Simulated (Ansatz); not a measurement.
# Decaying states in the gap of Cs2NaYCl3F3

Aim: relax a made-up compound, Cs2NaYCl3F3, and see how good a tunnel barrier it would be. It is built by putting Cl for part of the F in the Cs2NaYF6 structure of space group Fm-3m, with the volume rescaled by atomic radii. The parent structure comes from the Materials Project.

Calculated with Ansatz 0.2.0; PBEsol DFT, plane waves, PAW files, in the first sound run; inputs show where later runs differ.

The structure was built from a prototype and need not be the compound's stable phase.

**1. The structure**

It takes space group R3m (No. 160, trigonal). The conventional cell has a = 6.809 Å, b = 6.809 Å, c = 16.678 Å, α = 90.00°, β = 90.00°, γ = 120.00°. Nearest to Cs lie 6 F at 3.41 Å and 6 Cl at 3.41 Å. Nearest to Na lie 3 F at 2.51 Å and 3 Cl at 2.51 Å. Y has 3 Cl at 2.30 Å and 3 F at 2.30 Å nearest. Nearest to F lie 1 Y at 2.30 Å and 1 Na at 2.51 Å and 4 Cs at 3.41 Å. Nearest to Cl lie 1 Y at 2.30 Å and 1 Na at 2.51 Å and 4 Cs at 3.41 Å. It derives from Cs2NaYF6. Cl for part of the F in the Cs2NaYF6 structure of space group Fm-3m. Farther neighbours and most contacts between anions are not listed.

**2. Relaxing the new crystal**

The substituted atoms don't fit the parent's cell, so cell and atoms relax together. A small smearing keeps the run stable in case the gap closes on the way.

Contents of input.yaml:

```yaml
crystal:
  lattice:
    - [0.0, 4.8145101618, 4.8145101618]
    - [4.8145101618, 0.0, 4.8145101618]
    - [4.8145101618, 4.8145101618, 0.0]
  atoms:
    - { symbol: Cs, position: [0.25, 0.25, 0.25] }
    - { symbol: Cs, position: [0.75, 0.75, 0.75] }
    - { symbol: Na, position: [0.5, 0.5, 0.5] }
    - { symbol: "Y", position: [0.0, 0.0, 0.0] }
    - { symbol: F, position: [0.760719, 0.760719, 0.239281] }
    - { symbol: Cl, position: [0.760719, 0.239281, 0.760719] }
    - { symbol: F, position: [0.239281, 0.760719, 0.239281] }
    - { symbol: Cl, position: [0.760719, 0.239281, 0.239281] }
    - { symbol: Cl, position: [0.239281, 0.239281, 0.760719] }
    - { symbol: F, position: [0.239281, 0.760719, 0.760719] }
kpoints:
  mp_grid: { grid: [4, 4, 4] }
scf:
  occupations: { method: gaussian, width: 0.03 }
hamiltonian:
  xc: pbesol
output:
  forces: true
  stress: true
relax:
  f_tol: 0.02
  max_steps: 60
  cell: {}
```

Run with:

```sh
$ ansatz run input.yaml --threads 2 --pin off --max-ram 4096MiB --backend cpu --events-out ev --progress --plain --runs-dir out
```

Numbers of over 12 decimals in the logs are rounded to 6 here.

Output:

```text
Engine: ansatz 0.2.0, x86_64-unknown-linux-gnu
Pseudopotentials: kind: paw
Pseudopotential: Cs, paw, valence charge 9, recommended cutoff 420 eV (normal), Cs.paw.azcp
Pseudopotential: Na, paw, valence charge 9, recommended cutoff 420 eV (normal), Na.paw.azcp
Pseudopotential: Y, paw, valence charge 11, recommended cutoff 420 eV (normal), Y.paw.azcp
Pseudopotential: F, paw, valence charge 7, recommended cutoff 420 eV (normal), F.paw.azcp
Pseudopotential: Cl, paw, valence charge 7, recommended cutoff 420 eV (normal), Cl.paw.azcp
Functional definition: PBEsol
  exchange = pbesol_x
  correlation = pbesol_c
Crystal: 10 atoms, lattice volume = 223.196 Å³
Basis set: ecut = 420 eV, 4285 PW (Γ), exchange–correlation on 96×96×96 points (8 copies of the dense FFT grid, shifted against one another)
Bands: 50, of which v1, the nominal top of the filled ones, is band 40 counted from 1 (39 counted from 0)
Symmetry: 6 space group operations
Space group: R3m (ITA 160), of the structure as read, at distance tolerance 6.1e-5 Å
k-points: 13 of 64 (time reversal used)
Non-local potential: Cs, projectors of the file, l = 0: 3, l = 1: 2, l = 2: 2, l = 3: 2
Non-local potential: Na, projectors of the file, l = 0: 3, l = 1: 2, l = 2: 1
Non-local potential: Y, projectors of the file, l = 0: 3, l = 1: 2, l = 2: 2, l = 3: 1
Non-local potential: F, projectors of the file, l = 0: 2, l = 1: 2, l = 2: 1
Non-local potential: Cl, projectors of the file, l = 0: 2, l = 1: 2, l = 2: 2
PAW form: soft (Blöchl's): semilocal exchange-correlation on the pseudo side does not see the compensation charge
PAW frozen core: Cs, regenerated for the run's functional, and the local potential with it (the file was generated under x = pbe(κ = 0.804, μ = 0.219515), c = pbe(β = 0.066725))
PAW frozen core: Na, regenerated for the run's functional, and the local potential with it (the file was generated under x = pbe(κ = 0.804, μ = 0.219515), c = pbe(β = 0.066725))
PAW frozen core: Y, regenerated for the run's functional, and the local potential with it (the file was generated under x = pbe(κ = 0.804, μ = 0.219515), c = pbe(β = 0.066725))
PAW frozen core: F, regenerated for the run's functional, and the local potential with it (the file was generated under x = pbe(κ = 0.804, μ = 0.219515), c = pbe(β = 0.066725))
PAW frozen core: Cl, regenerated for the run's functional, and the local potential with it (the file was generated under x = pbe(κ = 0.804, μ = 0.219515), c = pbe(β = 0.066725))
PAW one-centre angular grid: Cs, 194 points (default); XC on 64 Gauss nodes
PAW one-centre angular grid: Na, 110 points (default); XC on 64 Gauss nodes
PAW one-centre angular grid: Y, 590 points (default); XC on 64 Gauss nodes
PAW one-centre angular grid: F, 110 points (default); XC on 64 Gauss nodes
PAW one-centre angular grid: Cl, 110 points (default); XC on 64 Gauss nodes
Initial density: superposition of atomic densities (neutral atoms: chi_scale 0, normalization atom), corrected by the library's trained network
Initial wavefunctions: pseudopotential atomic-orbital guess
Functional: x = pbesol(κ = 0.804, μ = 0.123457), c = pbesol(β = 0.046)
SCF iter   1: F=—  HF=-22042.952857 eV  |F-HF|=—  |Δ(HF+E_count)|=         —  Δρ=8.42e-3  dr2=1.24e-1  ethr=1.77e-3  ⟨swp⟩=9.2  Hψ=3283  notcnv=0  defer=5
preconditioner: auto → Resta (q_TF=auto, 2.299 Å⁻¹)  ε∞=2.9  [insulator: Δε(μ)=5.806 eV  Ē_g=15.538 eV  σ=0.030 eV  W_gap=1.00  n_scr=58 (ndim 8)  ℏωp=21.7 eV  f_vac=0.038  D(μ)=0.00/eV (n_scr^D=0)  ε∞_Penn≈2.9]
SCF iter   2: F=—  HF=-22042.922342 eV  |F-HF|=—  |Δ(HF+E_count)|=   3.05e-2  Δρ=3.07e-3  dr2=1.16e-2  ethr=1.54e-4  ⟨swp⟩=2.3  Hψ=1257  notcnv=0  defer=43
SCF iter   3: F=—  HF=-22042.920210 eV  |F-HF|=—  |Δ(HF+E_count)|=   2.13e-3  Δρ=8.48e-4  dr2=1.61e-3  ethr=1.46e-5  ⟨swp⟩=2.1  Hψ=1088  notcnv=0  defer=43
SCF iter   4: F=—  HF=-22042.920411 eV  |F-HF|=—  |Δ(HF+E_count)|=   2.01e-4  Δρ=2.71e-4  dr2=1.60e-4  ethr=2.01e-6  ⟨swp⟩=2.2  Hψ=873  notcnv=0  defer=43
SCF iter   5: F=—  HF=-22042.920472 eV  |F-HF|=—  |Δ(HF+E_count)|=   6.12e-5  Δρ=3.89e-5  dr2=4.89e-6  ethr=2.00e-7  ⟨swp⟩=2.8  Hψ=1232  notcnv=0  defer=43
SCF iter   6: F=—  HF=-22042.920254 eV  |F-HF|=—  |Δ(HF+E_count)|=   2.18e-4  Δρ=1.25e-5  dr2=3.98e-7  ethr=6.12e-9  ⟨swp⟩=2.0  Hψ=1127  notcnv=0  defer=43
SCF iter   7: F=-22042.920254 eV  HF=-22042.920254 eV  |F-HF|=2.26e-8  |Δ(HF+E_count)|=   2.15e-7  Δρ=3.54e-6  dr2=3.36e-8  ethr=1.25e-10  ⟨swp⟩=4.0  Hψ=2262  notcnv=0
SCF 1 converged in 7 iterations: F = -22042.920254 eV  dr2 = 3.36e-8
  greatest PAW one-centre occupation: 0.999 electrons in one spin orbital (limit 2), on the Na atom at site 2 (counted from 0), in its partial waves of l = 0
relax step   1: F+E_penalty+E_count = -22042.92025376 eV  Δ(F+E_penalty+E_count) = +0.000e0 eV  max|allowed force component| = 4.570e0 eV/Å  Δτ_max = 0.0000 Å  P = +6.702 GPa  Ω = 223.196 Å³  (7 SCF iters, dr2 threshold 1.00e-7 eV, accepted)
Crystal: 10 atoms, lattice volume = 231.165 Å³
Basis set: ecut = 420 eV, 4555 PW (Γ), exchange–correlation on 96×96×96 points (8 copies of the dense FFT grid, shifted against one another)
Initial density: handed on by an earlier stage of this run
Initial wavefunctions: those handed on with the density
iter 1 solved again at ethr=5.65e-4 eV; its pass at ethr=3.10e-3 eV (dr2=4.52e-1 eV) is discarded
SCF iter   1: F=—  HF=-22044.861794 eV  |F-HF|=—  |Δ(HF+E_count)|=         —  Δρ=1.32e-2  dr2=4.58e-1  ethr=5.65e-4  ⟨swp⟩=1.8  Hψ=3286  notcnv=0
preconditioner: auto → Resta (q_TF=auto, 2.286 Å⁻¹)  ε∞=2.8  [insulator: Δε(μ)=5.355 eV  Ē_g=15.661 eV  σ=0.030 eV  W_gap=1.00  n_scr=58 (ndim 8)  ℏωp=21.3 eV  f_vac=0.037  D(μ)=0.00/eV (n_scr^D=0)  ε∞_Penn≈2.8]
SCF iter   2: F=—  HF=-22044.727129 eV  |F-HF|=—  |Δ(HF+E_count)|=   1.35e-1  Δρ=6.02e-3  dr2=6.85e-2  ethr=5.65e-4  ⟨swp⟩=3.5  Hψ=1521  notcnv=0
SCF iter   3: F=—  HF=-22044.706336 eV  |F-HF|=—  |Δ(HF+E_count)|=   2.08e-2  Δρ=2.59e-3  dr2=1.08e-2  ethr=8.56e-5  ⟨swp⟩=4.0  Hψ=1444  notcnv=0
SCF iter   4: F=—  HF=-22044.704266 eV  |F-HF|=—  |Δ(HF+E_count)|=   2.07e-3  Δρ=8.77e-4  dr2=1.45e-3  ethr=1.35e-5  ⟨swp⟩=2.0  Hψ=1282  notcnv=0  defer=17
SCF iter   5: F=—  HF=-22044.704148 eV  |F-HF|=—  |Δ(HF+E_count)|=   1.18e-4  Δρ=1.74e-4  dr2=1.02e-4  ethr=1.81e-6  ⟨swp⟩=2.0  Hψ=850  notcnv=0  defer=18
SCF iter   6: F=—  HF=-22044.704063 eV  |F-HF|=—  |Δ(HF+E_count)|=   8.45e-5  Δρ=3.70e-5  dr2=4.49e-6  ethr=1.28e-7  ⟨swp⟩=2.0  Hψ=1054  notcnv=0  defer=18
[...]
SCF iter   5: F=—  HF=-22044.816158 eV  |F-HF|=—  |Δ(HF+E_count)|=   1.95e-4  Δρ=2.21e-4  dr2=9.56e-5  ethr=1.54e-6  ⟨swp⟩=2.0  Hψ=1036  notcnv=0
SCF iter   6: F=—  HF=-22044.816040 eV  |F-HF|=—  |Δ(HF+E_count)|=   1.17e-4  Δρ=5.13e-5  dr2=7.87e-6  ethr=1.19e-7  ⟨swp⟩=2.0  Hψ=846  notcnv=0
SCF iter   7: F=-22044.816048 eV  HF=-22044.816048 eV  |F-HF|=1.31e-7  |Δ(HF+E_count)|=   7.50e-6  Δρ=9.71e-6  dr2=2.24e-7  ethr=1.25e-9  ⟨swp⟩=4.8  Hψ=2229  notcnv=0
SCF 3 converged in 7 iterations: F = -22044.816048 eV  dr2 = 2.24e-7
relax step   3: F+E_penalty+E_count = -22044.81604778 eV  Δ(F+E_penalty+E_count) = -1.120e-1 eV  max|allowed force component| = 1.376e0 eV/Å  Δτ_max = 0.1779 Å  P = +2.937 GPa  Ω = 235.008 Å³  energy of the carried Pulay correction = -1.211e-2 eV  (7 SCF iters, dr2 threshold 1.00e-6 eV, accepted)
[... from here on, the SCF cycles and remarks between the steps are left out ...]
relax step   4: F+E_penalty+E_count = -22045.05122731 eV  Δ(F+E_penalty+E_count) = -2.352e-1 eV  max|allowed force component| = 2.212e-1 eV/Å  Δτ_max = 0.0744 Å  P = +0.349 GPa  Ω = 239.940 Å³  energy of the carried Pulay correction = -1.698e-2 eV  (7 SCF iters, dr2 threshold 1.00e-6 eV, accepted)
relax step   5: F+E_penalty+E_count = -22045.07206429 eV  Δ(F+E_penalty+E_count) = -2.084e-2 eV  max|allowed force component| = 6.819e-2 eV/Å  Δτ_max = 0.0766 Å  P = -0.364 GPa  Ω = 243.352 Å³  energy of the carried Pulay correction = -2.029e-2 eV  (6 SCF iters, dr2 threshold 1.00e-6 eV, accepted)
relax step   6: F+E_penalty+E_count = -22045.07839837 eV  Δ(F+E_penalty+E_count) = -6.334e-3 eV  max|allowed force component| = 6.204e-2 eV/Å  Δτ_max = 0.0232 Å  P = -0.121 GPa  Ω = 241.879 Å³  energy of the carried Pulay correction = -1.887e-2 eV  (6 SCF iters, dr2 threshold 5.06e-7 eV, accepted)
relax step   7: F+E_penalty+E_count = -22045.08309551 eV  Δ(F+E_penalty+E_count) = -4.697e-3 eV  max|allowed force component| = 3.171e-2 eV/Å  Δτ_max = 0.0288 Å  P = +0.034 GPa  Ω = 240.278 Å³  energy of the carried Pulay correction = -1.731e-2 eV  (6 SCF iters, dr2 threshold 2.41e-7 eV, accepted)
relax step   8: F+E_penalty+E_count = -22045.08335992 eV  Δ(F+E_penalty+E_count) = -2.644e-4 eV  max|allowed force component| = 1.578e-2 eV/Å  Δτ_max = 0.0146 Å  P = +0.019 GPa  Ω = 240.571 Å³  energy of the carried Pulay correction = -1.759e-2 eV  (6 SCF iters, dr2 threshold 6.29e-8 eV, accepted)
relax step   9: F+E_penalty+E_count = -22045.11147482 eV  Δ(F+E_penalty+E_count) = -2.811e-2 eV  max|allowed force component| = 1.657e-2 eV/Å  Δτ_max = 0.0000 Å  P = +0.238 GPa  Ω = 240.571 Å³  stress off target by 2.47e-1 GPa  SCF on the basis re-selected at this cell (its energy is not comparable with the rows above)  (6 SCF iters)
relax step  10: F+E_penalty+E_count = -22045.11130146 eV  Δ(F+E_penalty+E_count) = +1.734e-4 eV  max|allowed force component| = 4.758e-3 eV/Å  Δτ_max = 0.0203 Å  P = +0.026 GPa  Ω = 242.511 Å³  energy of the carried Pulay correction = -1.951e-3 eV  (6 SCF iters, dr2 threshold 1.53e-7 eV, accepted)
iter 1 solved again at ethr=6.39e-8 eV; its pass at ethr=3.10e-3 eV (dr2=5.11e-5 eV) is discarded
SCF iter   1: F=—  HF=-22045.112877 eV  |F-HF|=—  |Δ(HF+E_count)|=         —  Δρ=1.06e-4  dr2=1.19e-6  ethr=6.39e-8  ⟨swp⟩=3.6  Hψ=5261  notcnv=0
preconditioner: auto → Resta (q_TF=auto, 2.268 Å⁻¹)  ε∞=3.1  [insulator: Δε(μ)=4.719 eV  Ē_g=13.212 eV  σ=0.030 eV  W_gap=1.00  n_scr=58 (ndim 8)  ℏωp=19.1 eV  f_vac=0.049  D(μ)=0.00/eV (n_scr^D=0)  ε∞_Penn≈3.1]
SCF iter   2: F=—  HF=-22045.113056 eV  |F-HF|=—  |Δ(HF+E_count)|=   1.79e-4  Δρ=5.21e-5  dr2=3.89e-7  ethr=1.48e-9  ⟨swp⟩=2.0  Hψ=1110  notcnv=0
SCF iter   3: F=—  HF=-22045.113148 eV  |F-HF|=—  |Δ(HF+E_count)|=   9.20e-5  Δρ=2.20e-5  dr2=5.07e-8  ethr=4.86e-10  ⟨swp⟩=2.0  Hψ=862  notcnv=0
SCF iter   4: F=—  HF=-22045.113167 eV  |F-HF|=—  |Δ(HF+E_count)|=   1.90e-5  Δρ=5.37e-7  dr2=8.71e-10  ethr=6.34e-11  ⟨swp⟩=2.0  Hψ=1125  notcnv=0
SCF iter   5: F=—  HF=-22045.113167 eV  |F-HF|=—  |Δ(HF+E_count)|=   1.66e-9  Δρ=1.89e-7  dr2=1.51e-10  ethr=1.00e-12  ⟨swp⟩=5.0  Hψ=2326  notcnv=0
SCF iter   6: F=-22045.113167 eV  HF=-22045.113167 eV  |F-HF|=3.64e-12  |Δ(HF+E_count)|=  2.69e-10  Δρ=8.04e-8  dr2=1.65e-11  ethr=1.00e-12  ⟨swp⟩=4.0  Hψ=2122  notcnv=0
SCF 11 converged in 6 iterations: F = -22045.113167 eV  dr2 = 1.65e-11
relax step  11: F+E_penalty+E_count = -22045.11316672 eV  Δ(F+E_penalty+E_count) = -1.865e-3 eV  max|allowed force component| = 4.755e-3 eV/Å  Δτ_max = 0.0000 Å  P = +0.032 GPa  Ω = 242.511 Å³  stress off target by 4.19e-2 GPa  SCF on the basis re-selected at this cell (its energy is not comparable with the rows above)  (6 SCF iters)
basis re-selected at this cell: Δ(F+E_penalty+E_count) = -1.865e-3 eV, ΔP = +0.006 GPa vs the last step (what re-selecting the basis moved, of the pressure what is left beyond the Pulay correction that the steps carried, after the strain that the cell walked since its last selection, with what the two solves' SCF thresholds leave and, on support functions, any second-order correction that the steps lacked; it is no m [...]
SCF converged after 6 iterations
Free energy (F): -22045.113167 eV
Harris-Foulkes:  -22045.113167 eV  (|F-HF|=3.64e-12)
Internal energy: -22045.113167 eV  (E = F + TS)
E sigma→0 (E₀):  -22045.113167 eV
Fermi energy:    5.534430 eV
--- Per-component energies (eV) ---
  E_band       = -592.206429
  E_kinetic    = 1815.804474
  E_local      = -5483.721921  (includes V_loc(G=0)·N_el)
  E_nonlocal   = 537.225308
  E_hartree    = 2019.375309
  E_xc         = -1113.957869
  E_vxc        = -1174.434031  (∫ρ·V_xc dr)
  E_paw        = -15499.857761  (= ΣΔE_a)
  E_vpaw       = -325.837436  (= ΣTr[D̂ρ^β])
  E_aug_tail   = 0.006388  (compensation charges beyond the density's cutoff)
  E_ewald      = -4320.841507
  E_core_change = 0.854411  (= ΣΔE_core)
  E_smearing   = -0.000000  (= −TS)
  E_closure    = 0.000000  (closes the sum)
  Σ components = -22045.113167   (vs F -22045.113167, Δ=0.00e0)
--- Forces (eV/Å), atoms counted from 1 ---
  atom   1  Cs     0.00475524    -0.00475524     0.00475524
  atom   2  Cs    -0.00311040     0.00311040    -0.00311040
  atom   3  Na    -0.00080317     0.00080317    -0.00080317
  atom   4  Y     -0.00055706     0.00055706    -0.00055706
  atom   5  F     -0.00100591     0.00100591    -0.00098227
  atom   6  Cl     0.00229009     0.00186996     0.00229009
  atom   7  F     -0.00100591     0.00098227    -0.00100591
  atom   8  Cl    -0.00186996    -0.00229009     0.00229009
  atom   9  Cl     0.00229009    -0.00229009    -0.00186996
  atom  10  F     -0.00098227     0.00100591    -0.00100591
  max |Σ_I F_I| component: 7.21e-7 eV/Å
--- Stress (GPa, compression-positive) ---
        0.031774      -0.005078       0.005078
       -0.005078       0.031774      -0.005078
        0.005078      -0.005078       0.031774
  P = ⅓ Tr σ = 0.0318 GPa (0.318 kbar)
--- Relaxed structure (9 steps of the walk, 9 accepted, 2 SCFs on fresh bases) ---
  F+E_penalty+E_count = -22045.11316672 eV   max|allowed force component| = 4.755e-3 eV/Å   (the final SCF, on the basis selected at the relaxed cell)
  cell:  # Å, volume = 242.5109 Å³
    - [1.8214596497756474e-17, 4.944650, 4.944650]
    - [4.954491, -0.00984099, 4.954491]
    - [4.944650, 4.944650, 2.7755575615628914e-17]
  atoms:
    - { symbol: Cs, position: [0.247352, 0.257943, 0.247352] }
    - { symbol: Cs, position: [0.754391, 0.736827, 0.754391] }
    - { symbol: Na, position: [0.473384, 0.579848, 0.473384] }
    - { symbol: Y, position: [0.018879, -0.056637, 0.018879] }
    - { symbol: F, position: [0.779277, 0.753606, 0.233559] }
    - { symbol: Cl, position: [0.751823, 0.240401, 0.751823] }
    - { symbol: F, position: [0.233559, 0.753606, 0.233559] }
    - { symbol: Cl, position: [0.751823, 0.240401, 0.255954] }
    - { symbol: Cl, position: [0.255954, 0.240401, 0.751823] }
    - { symbol: F, position: [0.233559, 0.753606, 0.779277] }
```

Wall time 38 s (2 threads of Intel Xeon 6975P-C (Granite Rapids), shared host); peak memory 0.64 GiB; 72 s of CPU time.

Step by step:

| step | energy less that of the first step (eV) | largest force component (eV/Å) | pressure (GPa) | volume (Å³) |
| --- | --- | --- | --- | --- |
| 1 | 0.0000 | 4.5698 | 6.70 | 223.20 |
| 2 | -1.7838 | 1.3485 | 1.66 | 231.17 |
| 3 | -1.8958 | 1.3760 | 2.94 | 235.01 |
| 4 | -2.1310 | 0.2212 | 0.35 | 239.94 |
| 5 | -2.1518 | 0.0682 | -0.36 | 243.35 |
| 6 | -2.1581 | 0.0620 | -0.12 | 241.88 |
| 7 | -2.1628 | 0.0317 | 0.03 | 240.28 |
| 8 | -2.1631 | 0.0158 | 0.02 | 240.57 |
| 9* | -2.1912 | 0.0166 | 0.24 | 240.57 |
| 10 | -2.1910 | 0.0048 | 0.03 | 242.51 |
| 11* | -2.1929 | 0.0048 | 0.03 | 242.51 |

Relaxation steps marked * repeat the geometry before them on a plane-wave basis chosen anew for their cell, so energy and pressure can jump there.

Forces are held to the 6 operations that the run works with; a distortion that breaks them can't arise in this run.

| conventional cell, symmetrised | before | after | change |
| --- | --- | --- | --- |
| a (Å) | 6.809 | 6.993 | +2.7 % |
| b (Å) | 6.809 | 6.993 | +2.7 % |
| c (Å) | 16.678 | 17.180 | +3.0 % |
| volume (Å³/atom) | 22.32 | 24.25 | +8.7 % |

The atoms that moved most (Å, as changes of fractional coordinates times the final cell):

| atom | dx | dy | dz | length |
| --- | --- | --- | --- | --- |
| Na3 | 0.264 | -0.264 | 0.264 | 0.457 |
| Y4 | -0.187 | 0.187 | -0.187 | 0.324 |
| F10 | 0.057 | 0.064 | -0.064 | 0.106 |
| F5 | -0.064 | 0.064 | 0.057 | 0.106 |
| F7 | -0.064 | -0.057 | -0.064 | 0.106 |
| Cl8 | 0.088 | 0.038 | -0.038 | 0.103 |
| Cl6 | -0.038 | -0.088 | -0.038 | 0.103 |
| Cl9 | -0.038 | 0.038 | 0.088 | 0.103 |

This step gave:

```yaml
free_energy: -22045.1132 eV
fermi_energy: 5.534 eV
pressure: 0.03177 GPa
```

The largest force component on a free atom ends at 0.0048 eV/Å.

(Continued in part 2 of 3.)

[Logs are printed without paths, hosts, clocks, repeated set-up lines and the standing remarks that a program may print on its own settings, such as how far it seeks lower states.]

[Hosts, paths, dates, database ids (printed as entryN), source tags and the programs' standing remarks are cut or masked in the printed files.]
